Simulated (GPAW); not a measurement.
**CdS (Hawleyite): G0W0 with GPAW, start to end**

How does a plane-wave GW calculation on CdS (Hawleyite) run from the first input to the gap?

Program: GPAW 26.7.0. Level of theory: LDA and many-body steps on it, plane waves. Values are calculated unless marked as measured.

**The experiments to reproduce.**

- Gap 2.42 eV: optical gap from inflexion point of photoacoustic spectrum, as-grown film; photoacoustic spectroscopy; film (as-grown chemical bath deposited film, about 0.25 um thick, deposited at 80 C) (“Study of the band--gap shift in CdS films: Influence of thermal annealing in different atmospheres”, 1995, arxiv:cond-mat/9501125).

Report form: inputs, costs, results and the conclusion, without the logs.

## Step 1: The starting structure

Symmetry: F-43m, No. 216, cubic system. The conventional cell has a = 5.833 Å, b = 5.833 Å, c = 5.833 Å, α = 90.00°, β = 90.00°, γ = 90.00°. Nearest to Cd lie 4 S at 2.53 Å. S has 4 Cd at 2.53 Å nearest. Farther neighbours, and contacts between anions beyond the nearest, are not listed.

As a file:

```cif
data_structure
_symmetry_space_group_name_H-M 'F-43m'
_symmetry_Int_Tables_number 216
_cell_length_a 5.8330
_cell_length_b 5.8330
_cell_length_c 5.8330
_cell_angle_alpha 90.000
_cell_angle_beta 90.000
_cell_angle_gamma 90.000
_cell_volume 198.46
loop_
_atom_site_label
_atom_site_type_symbol
_atom_site_symmetry_multiplicity
_atom_site_Wyckoff_symbol
_atom_site_fract_x
_atom_site_fract_y
_atom_site_fract_z
_atom_site_occupancy
Cd1 Cd 4 a 0.00000 0.00000 0.00000 1
S1 S 4 d 0.25000 0.25000 0.75000 1
```

The cell and positions come from the Crystallography Open Database and are kept as given unless a step says otherwise.

## Step 2: Ground state

This step: GPAW 26.7.0; DFT, LDA, plane waves, PAW.

The ground-state density comes first.

Input file run.py:

```python
import json
import numpy as np
from gpaw.mpi import world
from ase import Atoms
from gpaw import GPAW, PW, FermiDirac

atoms = Atoms(['Cd', 'S'],
    cell=[[0.0000000000, 2.9165000000, 2.9165000000],
      [2.9165000000, 0.0000000000, 2.9165000000],
      [2.9165000000, 2.9165000000, 0.0000000000]],
    scaled_positions=[[0.0000000000, 0.0000000000, 0.0000000000],
      [0.2500000000, 0.2500000000, 0.2500000000]],
    pbc=(True, True, True))
calc = GPAW(mode=PW(450),
    xc='LDA',
    kpts={'size': (8, 8, 8), 'gamma': True},
    occupations=FermiDirac(0.001),
    nbands=-7,
    convergence={'density': 1e-6, 'bands': -3},
    maxiter=100,
    txt='gs.txt')
atoms.calc = calc
res = {'energy': atoms.get_potential_energy()}
kpts = calc.get_ibz_k_points()
res['kpts'] = kpts
res['eigenvalues'] = [calc.get_eigenvalues(kpt=k) for k in range(len(kpts))]
res['n_electrons'] = calc.get_number_of_electrons()
calc.write('gs.gpw')

if world.rank == 0:
    with open('result.json', 'w') as f:
        json.dump(res, f, default=lambda x: x.tolist())
```

The run is started by

```bash
> mpirun -n 4 gpaw python run.py
```

The job ended after 4.3 s (4 MPI ranks of Arm Neoverse V2, shared host; peak memory 0.6 GiB).

Numbers from this step:

| Item | Value |
| --- | --- |
| total energy | -7.569 eV |
| gap | 0.8469 eV |
| k of the valence top | 0, 0, 0 |
| k of the conduction bottom | 0, 0, 0 |
| least direct gap | 0.8469 eV |

The gap is direct, at Γ.

## Step 3: Bands along the symmetry lines

The cheap functional maps the bands first; the places of the edges decide which points the dearer methods must see.

Input file run.py:

```python
import json
import numpy as np
from gpaw.mpi import world
from gpaw import GPAW

path = [[0.000000, 0.000000, 0.000000],
    [-0.062500, -0.062500, 0.000000],
    [-0.125000, -0.125000, 0.000000],
    [-0.187500, -0.187500, 0.000000],
    [-0.250000, -0.250000, 0.000000],
    [-0.312500, -0.312500, 0.000000],
    [-0.375000, -0.375000, 0.000000],
    [-0.437500, -0.437500, 0.000000],
    [-0.500000, -0.500000, 0.000000],
    [-0.484375, -0.484375, 0.031250],
    [-0.468750, -0.468750, 0.062500],
    [-0.453125, -0.453125, 0.093750],
    [-0.437500, -0.437500, 0.125000],
    [-0.421875, -0.421875, 0.156250],
    [-0.406250, -0.406250, 0.187500],
    [-0.390625, -0.390625, 0.218750],
    [-0.375000, -0.375000, 0.250000],
    [-0.375000, 0.000000, 0.375000],
    [-0.328125, 0.000000, 0.328125],
    [-0.281250, 0.000000, 0.281250],
    [-0.234375, 0.000000, 0.234375],
    [-0.187500, 0.000000, 0.187500],
    [-0.140625, 0.000000, 0.140625],
    [-0.093750, 0.000000, 0.093750],
    [-0.046875, 0.000000, 0.046875],
    [0.000000, 0.000000, 0.000000],
    [0.000000, 0.000000, 0.062500],
    [0.000000, 0.000000, 0.125000],
    [0.000000, 0.000000, 0.187500],
    [0.000000, 0.000000, 0.250000],
    [0.000000, 0.000000, 0.312500],
    [0.000000, 0.000000, 0.375000],
    [0.000000, 0.000000, 0.437500],
    [0.000000, 0.000000, 0.500000],
    [-0.062500, -0.031250, 0.468750],
    [-0.125000, -0.062500, 0.437500],
    [-0.187500, -0.093750, 0.406250],
    [-0.250000, -0.125000, 0.375000],
    [-0.312500, -0.156250, 0.343750],
    [-0.375000, -0.187500, 0.312500],
    [-0.437500, -0.218750, 0.281250],
    [-0.500000, -0.250000, 0.250000],
    [-0.500000, -0.281250, 0.218750],
    [-0.500000, -0.312500, 0.187500],
    [-0.500000, -0.343750, 0.156250],
    [-0.500000, -0.375000, 0.125000],
    [-0.500000, -0.406250, 0.093750],
    [-0.500000, -0.437500, 0.062500],
    [-0.500000, -0.468750, 0.031250],
    [-0.500000, -0.500000, 0.000000]]
calc = GPAW('gs.gpw').fixed_density(kpts=path,
    symmetry='off',
    nbands=19,
    convergence={'bands': 15},
    txt='bands.txt')
res = {}
kpts = calc.get_ibz_k_points()
res['kpts'] = kpts
res['eigenvalues'] = [calc.get_eigenvalues(kpt=k) for k in range(len(kpts))]
res['n_electrons'] = calc.get_number_of_electrons()

if world.rank == 0:
    with open('result.json', 'w') as f:
        json.dump(res, f, default=lambda x: x.tolist())
```

The run is started by

```bash
> mpirun -n 4 gpaw python run.py
```

Wall time 5.8 s (4 MPI ranks); peak memory 0.65 GiB; 23 s of CPU time.

This step gave:

- gap: 0.8469 eV
- k of the valence top: 0, 0, 0
- k of the conduction bottom: 0, 0, 0
- least direct gap: 0.8469 eV

The gap is 0.847 eV, as in the run before at this level.

The electronic bands at the labelled points (eV, zero at the top of the highest filled band):

```tsv
point	band 6	band 7	band 8	band 9	band 10	band 11	band 12	band 13
Γ	-7.23	0.00	0.00	0.00	0.85	6.30	6.30	6.30
halfway	-7.19	-2.40	-1.06	-1.06	3.36	4.58	7.89	7.89
X	-6.79	-4.07	-1.94	-1.94	3.30	4.15	8.90	10.50
halfway	-6.73	-4.06	-2.22	-1.84	3.60	4.45	8.65	9.79
U	-6.65	-4.06	-2.62	-1.58	4.00	5.25	8.21	8.81
jump to K	-6.65	-4.06	-2.62	-1.58	4.00	5.25	8.21	8.81
halfway	-7.18	-2.85	-1.42	-0.44	3.37	5.86	6.52	7.05
Γ	-7.23	0.00	0.00	0.00	0.85	6.30	6.30	6.30
halfway	-7.23	-2.58	-0.41	-0.41	2.52	6.03	6.82	6.82
L	-6.85	-4.54	-0.78	-0.78	2.75	6.80	6.80	7.19
halfway	-6.73	-4.24	-2.01	-1.26	4.15	5.59	6.98	8.13
W	-6.59	-4.03	-2.36	-2.25	5.23	5.24	6.97	7.78
halfway	-6.69	-4.05	-2.16	-2.10	4.02	4.63	8.40	8.70
X	-6.79	-4.07	-1.94	-1.94	3.30	4.15	8.90	10.50
```

## Step 4: Empty states on the mesh, 6×6×6 mesh, 595 bands

The sums over transitions need many empty states on a uniform mesh; this step solves for them.

Input file run.py:

```python
import json
import numpy as np
from gpaw.mpi import world
from gpaw import GPAW

calc = GPAW('gs.gpw').fixed_density(kpts={'size': (6, 6, 6), 'gamma': True},
    parallel={'domain': 1, 'band': 1},
    txt='nscf.txt')
calc.diagonalize_full_hamiltonian(nbands=595)
calc.write('full.gpw', mode='all')
res = {}
kpts = calc.get_ibz_k_points()
res['kpts'] = kpts
res['eigenvalues'] = [calc.get_eigenvalues(kpt=k) for k in range(len(kpts))]
res['n_electrons'] = calc.get_number_of_electrons()

if world.rank == 0:
    with open('result.json', 'w') as f:
        json.dump(res, f, default=lambda x: x.tolist())
```

The run is started by

```bash
> mpirun -n 4 gpaw python run.py
```

Elapsed: 10 s, on 4 MPI ranks; peak memory 1.1 GiB; 40 s of CPU time.

Numbers from this step:

| Quantity | Value |
| --- | --- |
| gap | 0.8469 eV |
| k of the valence top | 0, 0, 0 |
| k of the conduction bottom | 0, 0, 0 |
| least direct gap | 0.8469 eV |
| k points computed | 16 |
| lowest point of the top converged band, above the valence top | 289.6833 eV |

On this mesh the gap is 0.847 eV.

## Step 5: Screening and self-energy, 6×6×6 mesh, 272 bands, screening to 180 eV

G0W0 replaces the xc potential by the self-energy, built once from these orbitals. Only a window of levels is corrected, while the sums run over the empty bands that the input names.

This step: G0W0 on LDA, plane waves, PAW.

Input file run.py:

```python
import json
import numpy as np
from gpaw.mpi import world
from gpaw.response.g0w0 import G0W0

gw = G0W0('full.gpw',
    filename='gw',
    kpts=[0],
    bands=(7, 11),
    ecut=180,
    nbands=272,
    integrate_gamma='WS',
    ppa=True)
gw.calculate()
res = {mode: {k: v for k, v in r.items() if k != 'sigma_eskwn'}
       for mode, r in gw.all_results.items()}

if world.rank == 0:
    with open('result.json', 'w') as f:
        json.dump(res, f, default=lambda x: x.tolist())
```

The run is started by

```bash
> mpirun -n 4 gpaw python run.py
```

Wall time 4.8 min (4 MPI ranks); peak memory 1.3 GiB.

This step gave:

- G0W0 gap on the mesh: 1.917 eV
- least direct G0W0 gap on the computed points: 1.917 eV
- Z at the valence top: 0.7822
- Z at the conduction bottom: 0.8118
- starting gap on the mesh: 0.8469 eV
- k of the valence top: 0, 0, 0
- k of the conduction bottom: 0, 0, 0

The gap on the mesh goes from 0.85 eV to 1.92 eV, a correction of +1.07 eV.

Limits: finite bands, cutoff and mesh; no spin-orbit coupling. v1 is the top filled band, c1 the lowest empty one. Levels before and after the correction, in eV, zero at the valence-band top of each column:

```tsv
	conduction bottom	valence top
Kohn-Sham	0.85	0.00
G0W0	1.92	0.00
```

```tsv
	level	energy (eV)
Kohn-Sham	Γ v2-v1	0.000
Kohn-Sham	Γ c1	0.847
Kohn-Sham	Γ c2	6.301
G0W0	Γ v2-v1	0.000
G0W0	Γ c1	1.917
G0W0	Γ c2	7.607
```

## Step 6: Where the time went

Times are wall times on 4 MPI ranks of Arm Neoverse V2, shared host, good to a factor of about two.

```tsv
step	time	share	memory (GiB)
ground state	4.3 s	1 %	0.6
bands along the symmetry lines	5.8 s	2 %	0.65
empty states on the mesh	10 s	3 %	1.1
screening and self-energy	4.8 min	93 %	1.3
```

## Step 7: Outcome

| Property | Result |
| --- | --- |
| LDA gap | 0.85 eV, direct |
| G0W0 gap on the mesh | 1.92 eV |
| GW settings | 6×6×6 mesh, 272 bands, screening to 180 eV, Godby-Needs plasmon pole |
| known limits | short of the basis limit; no spin-orbit coupling |

What this shows: G0W0 moves the gap on the mesh from 0.85 eV to 1.92 eV (+1.07 eV), with Z of 0.78 and 0.81 at the edges. The dearest step here is «screening and self-energy». Against experiment, by G0W0@LDA: the gap of 1.92 eV lies −0.50 eV from the measured 2.42 eV (optical, 1995). An exciton line or allowed optical edge lies below the quasiparticle gap by the binding energy; a forbidden edge can push the onset above it. The calculation has static nuclei and no excitons; a measured gap holds zero-point and thermal motion, which mostly lowers it. Against the values above the computed gap that would widen the miss. A likelier cause is the start: a gap of 0.85 eV screens too strongly, and one shot does not repair it. Bands and cutoff are finite, so the gap stands short of the basis limit, usually by up to a few tenths of an eV; the mesh is an error of its own. In this program the long-wavelength screening can come out low in d oxides and layered crystals. The many-body steps are scalar-relativistic: spin-orbit coupling is not in them.

[Long decimals in the printed logs are rounded to 6 places.]

[Logs are printed without paths, hosts, clocks, repeated set-up lines and the standing remarks that a program may print on its own settings, such as how far it seeks lower states.]

[Paths, hosts, dates, memory and timing lines, banners, echoed tables and standing remarks are left out of the program output; an Ansatz launch command may be rebuilt from the run's recorded settings. Measured values are a selection of at most five: reports struck by readers or far from the other reports are left out. None is set beside runs whose start may be inverted or whose files or cutoffs have a known fault.]

[Runs of the session that timed out or met a known fault of the program may be left out.]

[Hosts, paths, dates, database ids (printed as entryN), source tags and the programs' standing remarks are cut or masked in the printed files.]

[Where the starting crystal was built by hand or by swapping elements, it need not be the compound's stable phase.]
